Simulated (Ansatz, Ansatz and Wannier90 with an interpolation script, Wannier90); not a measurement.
# PbIF (P4/nmm): what limits a Wannier interpolation of GW, part 2 of 2

Aim: vary the Wannier model and the GW settings for PbIF (P4/nmm) and see what the interpolated bands lose.

Wannier90 4.0.3; maximally localised Wannier functions from the overlaps of LDA states (plane waves, PAW). Known limits of the many-body steps: not at the basis limit; no spin-orbit coupling; coarse k mesh.

So far. Step 2 (Wannier model on 8×8×4, by Wannier90): Near the gap the model misses directly solved bands by 0.8 meV r.m.s. and by 7 meV at most in the window tested. This tests the starting bands, not the corrections carried with them. Step 3 (Wannier model on 8×8×4, by the program's own minimiser): Near the gap the model misses directly solved bands by 0.8 meV r.m.s. and by 7 meV at most in the window tested. This tests the starting bands, not the corrections carried with them.

### 4. Wannier model on 4×4×2, by Wannier90

This step: maximally localised Wannier functions from the overlaps of LDA states (plane waves, PAW).

The input, w.win:

```
num_iter = 1200
conv_tol = 1.0e-8
conv_window = 5
dis_num_iter = 4000
dis_conv_tol = 1.0e-8
dis_mix_ratio = 0.7
write_hr = true
use_ws_distance = false
num_print_cycles = 50
! ansatz wannier90 interface
! projections by site (counted from 0) and shell: 4 2P, 5 2P, 2 5P, 3 5P, 0 6P, 1 6P
! states of the run's bands (counted from 1): 1-46
num_bands = 46
num_wann  = 18
dis_win_min = 1.39
dis_win_max = 13.76
dis_froz_min = 1.39
dis_froz_max = 10.76
guiding_centres = true

begin unit_cell_cart
Ang
                   4.2374                      0.0                      0.0
                      0.0                   4.2374                      0.0
                      0.0                      0.0                      8.8
end unit_cell_cart

begin atoms_frac
Pb                       0.5                      0.0                  0.16392
Pb                       0.0                      0.5                  0.83608
I                        0.5                      0.0                  0.66297
I                        0.0                      0.5                  0.33703
F                        0.0                      0.0                      0.0
F                        0.5                      0.5                      0.0
end atoms_frac

mp_grid = 4 4 2

[... the mesh's points ...]
```

Run with:

```bash
OMP_NUM_THREADS=1 mpirun -n 4 wannier90.x w > wannier90.x.log
```

Numbers of over 12 decimals in the logs are rounded to 6 here.

What it wrote:

```text
[banner, memory and clock lines left out]
TEM
                                    ------

                              Lattice Vectors (Ang)
                    a_1     4.237400   0.000000   0.000000
                    a_2     0.000000   4.237400   0.000000
                    a_3     0.000000   0.000000   8.800000

                   Unit Cell Volume:     158.00892  (Ang^3)

                        Reciprocal-Space Vectors (Ang^-1)
                    b_1     1.482793   0.000000   0.000000
                    b_2     0.000000   1.482793   0.000000
                    b_3     0.000000   0.000000   0.713998

 *----------------------------------------------------------------------------*
 |   Site       Fractional Coordinate          Cartesian Coordinate (Ang)     |
 +----------------------------------------------------------------------------+
 | pb   1   0.50000   0.00000   0.16392   |    2.11870   0.00000   1.44250    |
 | pb   2   0.00000   0.50000   0.83608   |    0.00000   2.11870   7.35750    |
 | i    1   0.50000   0.00000   0.66297   |    2.11870   0.00000   5.83414    |
 | i    2   0.00000   0.50000   0.33703   |    0.00000   2.11870   2.96586    |
 | f    1   0.00000   0.00000   0.00000   |    0.00000   0.00000   0.00000    |
 | f    2   0.50000   0.50000   0.00000   |    2.11870   2.11870   0.00000    |
 *----------------------------------------------------------------------------*
                                ------------
                                K-POINT GRID
                                ------------

             Grid size =  4 x  4 x  2      Total points =   32

 *---------------------------------- MAIN ------------------------------------*
 |  Number of Wannier Functions               :                18             |
[...]
Sum of centres and spreads ( 19.068300, 19.068300, 52.800000 )    39.42082264

      1    -0.260E+00     0.8831259710       39.4208226435       0.03  <-- CONV
        O_D=      0.0909993 O_OD=      2.1412015 O_TOT=     39.4208226 <-- SPRD
 Delta: O_D= -0.8280731E-03 O_OD= -0.2593399E+00 O_TOT= -0.2601680E+00 <-- DLTA

             <<<     Delta < 1.000E-08  over  5 iterations     >>>
             <<< Wannierisation convergence criteria satisfied >>>

 Final State
[...]
WF centre and spread   17  (  0.000000,  2.118700,  7.139482 )     3.27831723
  WF centre and spread   18  (  0.000000,  2.118700,  7.139482 )     3.27831723
  Sum of centres and spreads ( 19.068300, 19.068300, 52.800000 )    39.29580599

         Spreads (Ang^2)       Omega I      =    37.188621848
        ================       Omega D      =     0.088733349
                               Omega OD     =     2.018450793
    Final Spread (Ang^2)       Omega Total  =    39.295805990

 Writing checkpoint file w.chk... done

 *---------------------------------------------------------------------------*
 |                               PLOTTING                                    |
 *---------------------------------------------------------------------------*

 *===========================================================================*
 |                             TIMING INFORMATION                            |
 *===========================================================================*
 |    Tag                                                Ncalls      Time (s)|
 |---------------------------------------------------------------------------|
 |kmesh: get                                        :         1         0.011|
 |overlap: read                                     :         1         0.325|
 |dis: main                                         :         1         0.032|
 |wann: main                                        :         1         0.058|
 |plot: main                                        :         1         0.048|
 *---------------------------------------------------------------------------*
 All done: wannier90 exiting
```

The job ended after 1.1 s (4 MPI ranks of Arm Neoverse V1, shared host; 4 s of CPU time).

Numbers from this step:

* gauge-invariant spread: 37.19 Å²
* diagonal spread: 0.08873 Å²
* off-diagonal spread: 2.018 Å²
* total spread: 39.30 Å²
* disentanglement steps: 16
* r.m.s. interpolation error: 0.009747 eV
* r.m.s. error near the gap: 0.01278 eV

Near the gap the model misses directly solved bands by 12.8 meV r.m.s. and by 72 meV at most in the window tested. This tests the starting bands, not the corrections carried with them.

Frozen up to 4.16 eV; above it the model need not follow the bands. The electronic bands at the labelled points (eV, zero at the valence-band top; v1 is the highest filled band, c1 the lowest empty one):

```csv
point,v4,v3,v2,v1,c1,c2,c3,c4
Γ,-1.14,-0.83,-0.83,-0.32,1.99,3.23,4.98,4.98
halfway,-0.89,-0.62,-0.61,-0.34,3.07,3.65,3.67,4.36
X,-0.63,-0.63,-0.47,-0.47,3.32,3.32,3.95,3.95
halfway,-1.53,-1.53,-0.98,-0.98,3.04,3.04,4.01,4.01
M,-1.83,-1.83,-0.91,-0.91,2.76,2.76,3.70,3.70
halfway,-1.42,-0.89,-0.57,-0.50,2.80,3.79,3.82,4.27
Γ,-1.14,-0.83,-0.83,-0.32,1.99,3.23,4.98,4.98
halfway,-1.23,-0.73,-0.73,-0.16,1.77,3.18,4.84,4.84
Z,-1.29,-0.66,-0.66,0.00,1.56,3.11,4.75,4.75
halfway,-0.99,-0.60,-0.51,-0.44,2.72,3.20,4.33,4.45
R,-0.73,-0.73,-0.48,-0.48,3.29,3.29,3.96,3.96
halfway,-1.64,-1.64,-0.80,-0.80,2.61,2.61,4.46,4.46
A,-2.46,-2.46,-1.02,-1.02,3.56,3.56,3.58,3.58
halfway,-1.58,-0.95,-0.68,-0.56,2.46,3.89,4.31,4.34
Z,-1.29,-0.66,-0.66,0.00,1.56,3.11,4.75,4.75
jump to X,-0.63,-0.63,-0.47,-0.47,3.32,3.32,3.95,3.95
halfway,-0.68,-0.68,-0.47,-0.47,3.30,3.30,3.95,3.95
R,-0.73,-0.73,-0.48,-0.48,3.29,3.29,3.96,3.96
jump to M,-1.83,-1.83,-0.91,-0.91,2.76,2.76,3.70,3.70
halfway,-2.02,-2.02,-0.96,-0.96,3.04,3.04,3.63,3.63
A,-2.46,-2.46,-1.02,-1.02,3.56,3.56,3.58,3.58
```

The same for Kohn-Sham, solved directly:

```csv
point,v4,v3,v2,v1,c1,c2,c3,c4
Γ,-1.14,-0.83,-0.83,-0.32,1.99,3.23,4.98,4.98
X,-0.63,-0.63,-0.47,-0.47,3.32,3.32,3.95,3.95
M,-1.83,-1.83,-0.91,-0.91,2.76,2.76,3.70,3.70
Γ,-1.14,-0.83,-0.83,-0.32,1.99,3.23,4.98,4.98
Z,-1.29,-0.66,-0.66,0.00,1.56,3.11,4.75,4.75
R,-0.74,-0.74,-0.48,-0.48,3.29,3.29,3.96,3.96
A,-2.46,-2.46,-1.02,-1.02,3.56,3.56,3.58,3.58
Z,-1.29,-0.66,-0.66,0.00,1.56,3.11,4.75,4.75
X,-0.63,-0.63,-0.47,-0.47,3.32,3.32,3.95,3.95
R,-0.74,-0.74,-0.48,-0.48,3.29,3.29,3.96,3.96
M,-1.83,-1.83,-0.91,-0.91,2.76,2.76,3.70,3.70
A,-2.46,-2.46,-1.02,-1.02,3.56,3.56,3.58,3.58
```

### 5. G0W0: 4×4×2 mesh, 594 empty bands, screening to 140 eV

G0W0 replaces the xc potential by the self-energy, built once from these orbitals. Only a window of levels is corrected, while the sums run over the empty bands that the input names.

This step: G0W0 on LDA, plane waves, PAW.

The input, input.yaml:

```yaml
crystal:
  lattice:
    - [4.2374, 0.0, 0.0]
    - [0.0, 4.2374, 0.0]
    - [0.0, 0.0, 8.8]
  atoms:
    - { symbol: Pb, position: [0.5, 0.0, 0.16392] }
    - { symbol: Pb, position: [0.0, 0.5, 0.83608] }
    - { symbol: I, position: [0.5, 0.0, 0.66297] }
    - { symbol: I, position: [0.0, 0.5, 0.33703] }
    - { symbol: F, position: [0.0, 0.0, 0.0] }
    - { symbol: F, position: [0.5, 0.5, 0.0] }
kpoints:
  mp_grid: { grid: [4, 4, 2] }
hamiltonian:
  xc: lda
scf:
  occupations: { method: fixed }
gw:
  n_empty_bands: 594
  ecut_chi: 140.0
  qp_bands: [v12, c6]
  screening: { model: contour_deformation }
```

Run with:

```bash
ansatz run input.yaml --threads 4 --pin off --max-ram 18432MiB --backend cpu --events-out ev --progress --plain --runs-dir out
```

What it wrote:

```text
[...]
Crystal: 6 atoms, lattice volume = 158.009 Å³
Basis set: ecut = 420 eV, 3053 PW (Γ)
Bands: 46, of which v1, the nominal top of the filled ones, is band 38 counted from 1 (37 counted from 0)
Symmetry: 16 space group operations
[...]
k-points: 12 of 32
[...]
0    34      5.4591   -17.6151     2.1253   -14.7797  0.7467     4.7370     4.7491  root
[...]
11    41     10.1759    -9.6582    -3.8592   -14.1550  0.7852    10.8206    10.8134  root
    11    42     10.1759    -9.6582    -3.8592   -14.1550  0.7852    10.8206    10.8134  root
    11    43     10.7636    -9.4831    -3.6839   -13.8374  0.7786    11.4419    11.4339  root
    11    44     10.7636    -9.4831    -3.6839   -13.8374  0.7786    11.4419    11.4339  root
[key lines of the parts left out:]
SCF converged after 7 iterations
Free energy (F): -39507.105492 eV
Fermi energy:    6.598803 eV
```

It took 22 min on 4 threads; peak memory 2.9 GiB.

The G0W0 gap on the mesh is 2.803 eV.

### 6. G0W0: 4×4×2 mesh, 276 empty bands, screening to 84 eV

Edit input.yaml of step 5 so:

```diff
@@ -19,4 +19,4 @@
 gw:
-  n_empty_bands: 594
-  ecut_chi: 140.0
+  n_empty_bands: 276
+  ecut_chi: 84
   qp_bands: [v12, c6]
```

What it wrote:

```text
[...]
Crystal: 6 atoms, lattice volume = 158.009 Å³
Basis set: ecut = 420 eV, 3053 PW (Γ)
Bands: 46, of which v1, the nominal top of the filled ones, is band 38 counted from 1 (37 counted from 0)
Symmetry: 16 space group operations
[...]
k-points: 12 of 32
[...]
0    34      5.4591   -17.6151     2.3232   -14.7797  0.7480     4.9409     4.9469  root
[...]
11    41     10.1759    -9.6582    -3.6752   -14.1550  0.7866    11.0090    10.9974  root
    11    42     10.1759    -9.6582    -3.6752   -14.1550  0.7866    11.0090    10.9974  root
    11    43     10.7636    -9.4831    -3.5346   -13.8374  0.7801    11.5954    11.5833  root
    11    44     10.7636    -9.4831    -3.5346   -13.8374  0.7801    11.5954    11.5833  root
[key lines of the parts left out:]
SCF converged after 7 iterations
Free energy (F): -39507.105492 eV
Fermi energy:    6.598803 eV
```

Elapsed: 3.5 min, on 4 threads; peak memory 1.2 GiB.

The G0W0 gap on the mesh is 2.678 eV.

### 7. G0W0: 4×4×2 mesh, 594 empty bands, screening to 140 eV, plasmon pole

Edit input.yaml of step 6 so:

```diff
@@ -19,5 +19,5 @@
 gw:
-  n_empty_bands: 276
-  ecut_chi: 84
+  n_empty_bands: 594
+  ecut_chi: 140.0
   qp_bands: [v12, c6]
-  screening: { model: contour_deformation }
+  screening: { model: godby_needs }
```

What it wrote:

```text
[...]
Crystal: 6 atoms, lattice volume = 158.009 Å³
Basis set: ecut = 420 eV, 3053 PW (Γ)
Bands: 46, of which v1, the nominal top of the filled ones, is band 38 counted from 1 (37 counted from 0)
Symmetry: 16 space group operations
[...]
k-points: 12 of 32
[...]
0    34      5.4591   -17.6151     2.0810   -14.7797  0.7958     4.7030     4.7048  root
[...]
11    41     10.1759    -9.6582    -3.7971   -14.1550  0.8151    10.8783    10.8755  root
    11    42     10.1759    -9.6582    -3.7971   -14.1550  0.8151    10.8783    10.8755  root
    11    43     10.7636    -9.4831    -3.6376   -13.8374  0.8097    11.4835    11.4803  root
    11    44     10.7636    -9.4831    -3.6376   -13.8374  0.8097    11.4835    11.4803  root
[key lines of the parts left out:]
SCF converged after 7 iterations
Free energy (F): -39507.105492 eV
Fermi energy:    6.598803 eV
```

The job ended after 29 min (4 threads; peak memory 2.9 GiB; 1.9 h of CPU time).

The G0W0 gap on the mesh is 2.790 eV.

### 8. Interpolated results

Times are wall times on 4 threads of Arm Neoverse V1, shared host, good to a factor of about two.

```csv
GW mesh,empty bands,cutoff (eV),frequency,gap on mesh (eV),gap over zone (eV),direct gap (eV),valence width (eV),GW time
4×4×2,594,140,contour deformation,2.803,2.803,2.803,5.103,22 min
4×4×2,276,84,contour deformation,2.678,2.678,2.678,5.265,3.5 min
4×4×2,594,140,plasmon pole,2.790,2.790,2.790,5.209,29 min
```

### 9. Outcome

```yaml
4x4x2_mesh_594_empty_bands_screening_to_140_ev: 2.80 eV
4x4x2_mesh_276_empty_bands_screening_to_84_ev: 2.68 eV
4x4x2_mesh_594_empty_bands_screening_to_140_ev_plasmon_pole: 2.79 eV
```

**Reading.** The largest change, −0.12 eV in the gap over the zone, comes with 4×4×2 mesh, 276 empty bands, screening to 84 eV. The first run is a reference, not a converged one, and where a row moves several settings no single cause can be named. The program's own minimiser ends at the same spread as the first model, 42.7 Å², from the same trial orbitals; this need not be the lowest minimum. Coarser Wannier mesh (4×4×2): the miss near the gap goes from under 1 (the model on 8×8×4) to 13 meV and the total spread from 42.7 to 39.3 Å². With 4×4×2 mesh, 276 empty bands, screening to 84 eV the gap over the zone moves by −0.12 eV and that on the mesh by −0.13 eV. With 4×4×2 mesh, 594 empty bands, screening to 140 eV, plasmon pole the gap over the zone moves by −0.01 eV and that on the mesh by −0.01 eV. Gaps over the zone and on the mesh differ where an edge lies off the mesh, or where a GW run starts from another density: the starting gap over the zone is 1.561 eV, on the GW meshes it is 1.561 eV. The 4×4×2 mesh is coarse for this cell (its supercell is 17 Å along the shortest edge). The RPA ε∞ on it, from the LDA start, is 4.72 and 6.80; such meshes misread the long-range screening, most where the gap is narrow. Where an edge is built on 6p states of lead, bismuth or thallium, scalar-relativistic gaps usually stand too wide, by a few tenths to over one eV. The many-body steps are scalar-relativistic: spin-orbit coupling is not in them.

[Paths, hosts, dates, memory and timing lines, banners, echoed tables and standing remarks are left out of the program output.]

[Logs are printed without paths, hosts, clocks, repeated set-up lines and the standing remarks that a program may print on its own settings, such as how far it seeks lower states.]

[Runs of the session that timed out or met a known fault of the program may be left out.]

[Hosts, paths, dates, database ids (printed as entryN), source tags and the programs' standing remarks are cut or masked in the printed files.]
